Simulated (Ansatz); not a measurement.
# ZrPbSO2 (built on the sites of a database entry of ZrPbO3): phonons and vibrational spectra, part 2 of 2

How does ZrPbSO2 (built on the sites of a database entry of ZrPbO3) vibrate, and is this structure a minimum?

Ansatz 0.2.0; DFT PBEsol, scalar-relativistic, plane waves, norm-conserving pseudopotentials.

So far. Step 4 (Relaxing to small forces for the phonons): The forces vanish by symmetry and the pressure is 0.000 GPa, within the tolerances set. The cell now holds 17.47 Å³/atom. The relaxed cell has a = 4.109, c = 5.176 Å (conventional setting).

The structure was built from a prototype and need not be the compound's stable phase.

## (5) Modes at Γ

The zone centre is the only wavevector solved here; it holds the modes that light can see, as far as symmetry allows. The response to a homogeneous field gives the Born charges and the dielectric tensor.

Input file input.yaml:

```yaml
crystal:
  lattice:
    - [4.1087549772, 0.0, 0.0]
    - [0.0, 5.1755016179, 0.0]
    - [0.0, 0.0, 4.1087549772]
  atoms:
    - { symbol: Zr, position: [0.0, 0.0, 0.0] }
    - { symbol: Pb, position: [0.5, 0.5, 0.5] }
    - { symbol: O, position: [0.5, 0.0, 0.0] }
    - { symbol: O, position: [0.0, 0.0, 0.5] }
    - { symbol: S, position: [0.0, 0.5, 0.0] }
kpoints:
  mp_grid: { grid: [8, 6, 8] }
hamiltonian:
  xc: pbesol
  pseudopotentials: { kind: nc }
scf:
  occupations: { method: fixed }
output:
  eigenvalues: true
phonons:
  method: dfpt
  dielectric: true
  rigid_motions: translations
```

Run with:

```sh
$ ansatz run input.yaml --threads 8 --pin off --max-ram 14336MiB --backend cpu --events-out ev --progress --plain --runs-dir out
```

Numbers of over 12 decimals in the logs are rounded to 6 here.

Output:

```text
[...]
Crystal: 5 atoms, lattice volume = 87.372 Å³
Basis set: ecut = 1142.878222 eV, 7697 PW (Γ), exchange–correlation on 96×120×96 points (8 copies of the dense FFT grid, shifted against one another)
Bands: 27, of which v1, the nominal top of the filled ones, is band 22 counted from 1 (21 counted from 0)
Symmetry: 16 space group operations
k-points: 196 of 384 (irreducible under 1 space group operation, time reversal used)
[...]
SCF iter   1: F=—  HF=-4479.270463 eV  |F-HF|=—  |Δ(HF+E_count)|=         —  Δρ=4.78e-2  dr2=3.63e0  ethr=3.10e-3  ⟨swp⟩=5.1  Hψ=22374  notcnv=0  defer=448
[...]
SCF iter  11: F=-4477.883997 eV  HF=-4477.883997 eV  |F-HF|=3.64e-12  |Δ(HF+E_count)|=  1.33e-10  Δρ=8.38e-8  dr2=3.99e-12  ethr=1.00e-12  ⟨swp⟩=15.5  Hψ=42402  notcnv=0
SCF 1 converged in 11 iterations: F = -4477.883997 eV  dr2 = 3.99e-12
DFPT response loops at Γ: preconditioner auto → Resta (q_TF=auto, 2.434 Å⁻¹)  ε∞=6.7 (no band partly filled); β = 1.00, the filter's whole step (`scf.mixing.beta` (0.50) is not read by the response loops at its default; to damp them type it under 1.00, their step now; it binds the ground state too); Broyden in place of MSR1
── the response to a field inside a basis, on 10×8×10 k-points: an SCF that follows is theirs, and a resumed run solves both again ──
Bands: 23, of which v1, the nominal top of the filled ones, is band 22 counted from 1 (21 counted from 0)
k-points: 60
[...]
Eigensolver: Dense (60 Hₖ)
SCF iter   1: F=—  HF=-4477.864194 eV  |F-HF|=—  |Δ(HF+E_count)|=         —  Δρ=1.43e-4  dr2=2.38e-6  ethr=1.00e-1
[...]
SCF iter   3: F=-4477.864201 eV  HF=-4477.864201 eV  |F-HF|=2.22e-9  |Δ(HF+E_count)|=   1.85e-6  Δρ=4.82e-6  dr2=1.87e-8  ethr=1.54e-9
SCF 1 converged in 3 iterations: F = -4477.864201 eV  dr2 = 1.87e-8
[...]
WARN: field response: ε∞ stands inside a basis, on 10×8×10 points; the force constants stand on the 8×6×8 k-mesh, whose period is 10.37 times the interband length at k = (0.0000, 0.0000, -0.5000), direct gap 1.410 eV, under 14: take them and everything formed from them as unconverged, and compare with a denser kpoints.mp_grid
SCF converged after 11 iterations
Free energy (F): -4477.883997 eV
[...]
Internal energy: -4477.883997 eV  (E = F + TS)
E sigma→0 (E₀):  -4477.883997 eV
Fermi energy:    9.251443 eV
[...]
--- Band table (eV; the first three rows and the last of 196) ---
  k-point 0: bands = [... 18 lower, 7.7723, 8.4080, 8.4478, 8.4478, 11.2755, 11.2755, 12.3617, 12.6647, ... 1 higher]
  k-point 1: bands = [... 18 lower, 7.7022, 8.1068, 8.3127, 8.3466, 11.2902, 11.6442, 12.6855, 12.6916, ... 1 higher]
  k-point 2: bands = [... 18 lower, 7.6781, 7.8128, 8.2462, 8.2498, 11.3263, 12.1123, 12.5214, 13.0206, ... 1 higher]
  k-point 195: bands = [... 18 lower, 5.3269, 7.7562, 7.7562, 9.1144, 12.7668, 14.3144, 14.3144, 15.2687, ... 1 higher]
--- Phonons (Γ-DFPT): 9 representative perturbations + reference, on 196 of 384 k-points (Σ response iterations 33) ---
  k mesh reduced under 1 symmetry operation, with k and −k counted as one. Each operation leaves every solved perturbation unchanged. A smaller set is not considered because the run solves the response to a homogeneous field
  ASR residual: 1.878e-4 → 0.000e0 eV/Å²; symmetrization residual: 1.097e-5 eV/Å²
  ASR residual per site (eV/Å²): 1.88e-4 9.34e-5 1.16e-5 1.16e-5 1.48e-5
  Γ frequencies (cm⁻¹): -195.74 -132.17 -29.36 -29.36 0.00 0.00 0.00 107.36 107.36 127.61 152.85 152.85 339.19 454.91 454.91
  ε∞ (high-frequency dielectric tensor):
       11.145941     0.000000     0.000000
        0.000000     6.980651     0.000000
        0.000000     0.000000    11.145941
  softest optical mode at Γ: -195.74 cm⁻¹; the repairs (sum rule, projections) moved no ω² at Γ by more than (1.83 cm⁻¹)²
  Born effective charges Z* (e; rows j = field, columns β = displacement):
    site 0:
         6.93323    0.00000    0.00000
         0.00000    4.91633    0.00000
         0.00000    0.00000    6.93323
    site 1:
         5.13087    0.00000    0.00000
         0.00000    2.81726    0.00000
         0.00000    0.00000    5.13087
    site 2:
        -6.37653    0.00000    0.00000
         0.00000   -2.26913    0.00000
         0.00000    0.00000   -1.70651
    site 3:
        -1.70651    0.00000    0.00000
         0.00000   -2.26913    0.00000
         0.00000    0.00000   -6.37653
    site 4:
        -3.98106    0.00000    0.00000
         0.00000   -3.19534    0.00000
         0.00000    0.00000   -3.98106
  Z* charge neutrality: 3.416e-3 e pre-enforcement
  solved inside a basis spanned on kpoints, on 10×8×10 k-points transformed towards the longest dipole: ε∞ is read to err by 4.5e-2, Z* by 4.2e-2 e (field_mesh: kpoints solves on kpoints); Z* is corrected for what the basis lacks
  optical modes at Γ without the LO–TO term, one row a degenerate level:
      ω (cm⁻¹)  modes    IR ((D/Å)²/amu)
       -195.74      1             0.0000
       -132.17      1            14.6617
        -29.36      2            19.7752
        107.36      2            71.6420
        127.61      1            10.0133
        152.85      2             0.2971
        339.19      1             4.5187
        454.91      2            86.9363
  optical modes at Γ + LO–TO along q̂ = [1.0000, 0.0000, 0.0000]:
      ω (cm⁻¹)  modes    IR ((D/Å)²/amu)
       -195.74      1             0.0000
       -132.17      1            14.6617
        -29.36      1             9.8876
         38.36      1             0.0960
        107.36      1            35.8210
        127.61      1            10.0133
        152.67      1             0.0041
        152.85      1             0.1486
        262.22      1            13.6052
        339.19      1             4.5187
        454.91      1            43.4681
        585.72      1            75.6200
  optical modes at Γ + LO–TO along q̂ = [0.0000, 1.0000, 0.0000]:
      ω (cm⁻¹)  modes    IR ((D/Å)²/amu)
       -195.74      1             0.0000
        -34.03      1             0.9255
[...]
optical modes at Γ + LO–TO along q̂ = [0.0000, 0.0000, 1.0000]:
      ω (cm⁻¹)  modes    IR ((D/Å)²/amu)
       -195.74      1             0.0000
       -132.17      1            14.6617
        -29.36      1             9.8876
         38.36      1             0.0960
        107.36      1            35.8210
        127.61      1            10.0133
        152.67      1             0.0041
        152.85      1             0.1486
        262.22      1            13.6052
        339.19      1             4.5187
        454.91      1            43.4681
        585.72      1            75.6200
```

The job ended after 5 min (8 threads of Intel Xeon Platinum 8259CL at 2.50GHz (Skylake/Cascade Lake), shared host; peak memory 7.7 GiB).

This step gave:

```yaml
sum_rule_residual_before_enforcement: 1.88e-4 eV/Å²
miss_of_the_charge_sum_rule: 0.003416 e
estimated_error_of_the_dielectric_tensor: 0.04537
estimated_error_of_the_born_charges: 0.04236 e
point_group: 4/mmm
highest_optical_mode_at_the_zone_centre_no_lo_to_term: 454.9 cm⁻¹
lowest_optical_zone_centre_mode: -195.7 cm⁻¹
mean_high_frequency_dielectric_constant: 9.758
largest_born_charge_third_of_the_trace: 6.261 e
top_of_the_zone_centre_spectrum_with_the_field: 585.7 cm⁻¹
```

Without the LO-TO term. Patterns of degenerate modes are one choice out of their space. Modes at Γ, with each element's share of the kinetic energy (negative means imaginary):

| mode | frequency (cm⁻¹) | symmetry | Zr % | Pb % | O % | S % |
| --- | --- | --- | --- | --- | --- | --- |
| 1 | -195.7 | B2u | 0 | 0 | 100 | 0 |
| 2 | -132.2 | A2u | 3 | 29 | 58 | 9 |
| 3 | -29.4 | Eu | 22 | 35 | 41 | 1 |
| 4 | -29.4 | Eu | 22 | 35 | 41 | 1 |
| 5 | 0.0 | acoustic | 25 | 57 | 9 | 9 |
| 6 | 0.0 | acoustic | 25 | 57 | 9 | 9 |
| 7 | 0.0 | acoustic | 25 | 57 | 9 | 9 |
| 8 | 107.4 | Eu | 40 | 0 | 15 | 45 |
| 9 | 107.4 | Eu | 40 | 0 | 15 | 45 |
| 10 | 127.6 | A2u | 61 | 14 | 24 | 1 |
| 11 | 152.8 | Eu | 10 | 8 | 38 | 44 |
| 12 | 152.8 | Eu | 10 | 8 | 38 | 44 |
| 13 | 339.2 | A2u | 11 | 0 | 9 | 80 |
| 14 | 454.9 | Eu | 3 | 0 | 96 | 1 |
| 15 | 454.9 | Eu | 3 | 0 | 96 | 1 |

Displacements in mode 1 (-195.7 cm⁻¹), the largest set to 1:
```
Zr1  0.00  0.00  0.00
Pb2  0.00  0.00  0.00
O3   0.00  1.00  0.00
O4   0.00 -1.00  0.00
S5   0.00  0.00  0.00
```

Displacements in mode 15 (454.9 cm⁻¹), the largest set to 1:
```
Zr1  0.00  0.00 -0.07
Pb2  0.00  0.00  0.00
O3   0.00  0.00 -0.37
O4   0.00  0.00  1.00
S5   0.00  0.00 -0.08
```

Optical modes at the zone centre, without and with the macroscopic field of the longitudinal modes; each column is sorted by frequency, so a row need not hold one and the same mode. Modes with and without the field, by row:

```csv
rank among optical modes,no field (cm⁻¹),"q along (1, 0, 0) (cm⁻¹)","q along (0, 1, 0) (cm⁻¹)"
1,-195.7,-195.7,-195.7
2,-132.2,-132.2,-34
3,-29.4,-29.4,-29.4
4,-29.4,38.4,-29.4
5,107.4,107.4,107.4
6,107.4,127.6,107.4
7,127.6,152.7,152.8
8,152.8,152.8,152.8
9,152.8,262.2,256.7
10,339.2,339.2,388.9
11,454.9,454.9,454.9
12,454.9,585.7,454.9
```

Born charge (rows field, columns displacement) (e), principal values of the symmetric part by kind of site:

```csv
atom,atoms with these values,low,middle,high,mean
Zr1,1,4.92,6.93,6.93,6.26
Pb2,1,2.82,5.13,5.13,4.36
O3,2,-6.38,-2.27,-1.71,-3.45
S5,1,-3.98,-3.98,-3.20,-3.72
```

In full for Zr1:

```
6.93 0.00 0.00
0.00 4.92 0.00
0.00 0.00 6.93
```

High-frequency dielectric tensor:

```
11.15  0.00  0.00
 0.00  6.98  0.00
 0.00  0.00 11.15
```

Transverse modes; imaginary modes are left out. Infrared lines, with heights relative to the strongest:

| position (cm⁻¹) | label | relative intensity |
| --- | --- | --- |
| 107 | Eu | 82 |
| 128 | A2u | 12 |
| 153 | Eu | 0.3 |
| 339 | A2u | 5.2 |
| 455 | Eu | 100 |

Before it was imposed, the acoustic sum rule was missed by 1.9e-4 eV/Å² and the charge sum rule by 0.0034 e. Small misses are needed for a sound result but don't prove that mesh and cutoff are converged. The lowest optical mode is imaginary, 195.7i cm⁻¹, so the energy falls along it.

The log warns of the k mesh: “the force constants stand on the 8×6×8 k-mesh, whose period is 10.37 times the interband length at k = (0.0000, 0.0000, -0.5000), direct gap 1.410 eV, under 14: take them and everything formed from them as unconverged”.

## (6) Another isotope, element O, natural mass 15.999 amu

An isotope changes the mass and not the force constants, so no new electronic calculation is needed; the shifts show which modes move this element.

The same force constants with the mass of O changed from 15.999 to 17.999 u (phonopy, no LO-TO term). Both lists are sorted by frequency; levels can cross, so a row need not hold one and the same mode. Modes under 3 cm⁻¹ are left out. Isotope shifts, by row:

```
    q  rank  natural mass (cm⁻¹)  changed mass (cm⁻¹)
0 0 0     1               -195.7               -184.5
0 0 0     2               -132.2               -127.7
0 0 0     3               -29.36               -28.63
0 0 0     4               -29.36               -28.63
0 0 0     8                107.4                106.3
0 0 0     9                107.4                106.3
0 0 0    10                127.6                125.8
0 0 0    11                152.8                149.6
0 0 0    12                152.8                149.6
0 0 0    13                339.2                337.5
0 0 0    14                454.9                429.9
0 0 0    15                454.9                429.9
```

A mode of this element alone would shift by -5.72 %. The highest zone-centre frequency without the field goes from 454.9 to 429.9 cm⁻¹ (-5.5 %).

## (7) Another isotope, element Pb, natural mass 207.2 amu

The same for Pb, from 207.20 to 203.97 u.

A mode of this element alone would shift by +0.79 %. The highest zone-centre frequency without the field goes from 454.9 to 454.9 cm⁻¹ (+0.0 %).

## (8) Another isotope, element S, natural mass 32.06 amu

The same for S, from 32.06 to 33.97 u.

The same force constants with the mass of S changed from 32.060 to 33.968 u (phonopy, no LO-TO term). Both lists are sorted by frequency; levels can cross, so a row need not hold one and the same mode. Modes under 3 cm⁻¹ are left out. Isotope shifts, by row:

```
    q  rank  natural mass (cm⁻¹)  changed mass (cm⁻¹)
0 0 0     1               -195.7               -195.7
0 0 0     2               -132.2               -131.8
0 0 0     3               -29.36               -29.35
0 0 0     4               -29.36               -29.35
0 0 0     8                107.4                105.9
0 0 0     9                107.4                105.9
0 0 0    10                127.6                127.6
0 0 0    11                152.8                  151
0 0 0    12                152.8                  151
0 0 0    13                339.2                331.4
0 0 0    14                454.9                454.8
0 0 0    15                454.9                454.8
```

A mode of this element alone would shift by -2.85 %. The highest zone-centre frequency without the field goes from 454.9 to 454.8 cm⁻¹ (-0.0 %).

## (9) Another isotope, element Zr, natural mass 91.222 amu

The same for Zr, from 91.22 to 95.91 u.

The same force constants with the mass of Zr changed from 91.222 to 95.908 u (phonopy, no LO-TO term). Both lists are sorted by frequency; levels can cross, so a row need not hold one and the same mode. Modes under 3 cm⁻¹ are left out. Isotope shifts, by row:

```csv
q,rank,natural mass (cm⁻¹),changed mass (cm⁻¹)
0 0 0,1,-195.7,-195.7
0 0 0,2,-132.2,-132.1
0 0 0,3,-29.36,-29.19
0 0 0,4,-29.36,-29.19
0 0 0,8,107.4,106.3
0 0 0,9,107.4,106.3
0 0 0,10,127.6,125.7
0 0 0,11,152.8,152.5
0 0 0,12,152.8,152.5
0 0 0,13,339.2,338.3
0 0 0,14,454.9,454.6
0 0 0,15,454.9,454.6
```

A mode of this element alone would shift by -2.47 %. The highest zone-centre frequency without the field goes from 454.9 to 454.6 cm⁻¹ (-0.1 %).

## (10) Results

```
space group after relaxation (within 0.01 Å)            : P4/mmm
volume per atom                                         : 17.5 Å³
gap on the k-mesh                                       : 1.35 eV
highest optical mode at the zone centre (no LO-TO term) : 455 cm⁻¹
top of the zone-centre spectrum with the field          : 586 cm⁻¹
lowest optical zone-centre mode                         : -196 cm⁻¹
mean high-frequency dielectric constant                 : 9.76
largest Born charge (third of the trace)                : 6.26 e
imaginary modes at Γ (the only wavevector solved)       : yes
```

What this shows: A zone-centre mode is imaginary (195.7i cm⁻¹), so this structure is not a minimum of the energy. Without the field, the optical modes at Γ span -196 to 455 cm⁻¹ (negative means imaginary). No dispersion was computed. The highest mode in this list at Γ, 454.9 cm⁻¹, is mostly motion of O (96 % of the kinetic energy). With the macroscopic field of the longitudinal modes the top of the zone-centre spectrum lies at 586 cm⁻¹, against 455 cm⁻¹ without it. Among the real modes, the strongest infrared line is at 455 cm⁻¹. With the field response the log warns that the k mesh is coarse for the force constants too, so the frequencies may not be converged. Spin-orbit coupling is left out, which can matter for the heavy elements here. The starting cell was built on a prototype and not taken from a measurement, so the phase need not exist. These are harmonic frequencies at zero temperature: anharmonic shifts, linewidths and thermal expansion are left out.

[Logs are printed without paths, hosts, clocks, repeated set-up lines and the standing remarks that a program may print on its own settings, such as how far it seeks lower states.]

[Hosts, paths, dates, database ids (printed as entryN), source tags and the programs' standing remarks are cut or masked in the printed files.]
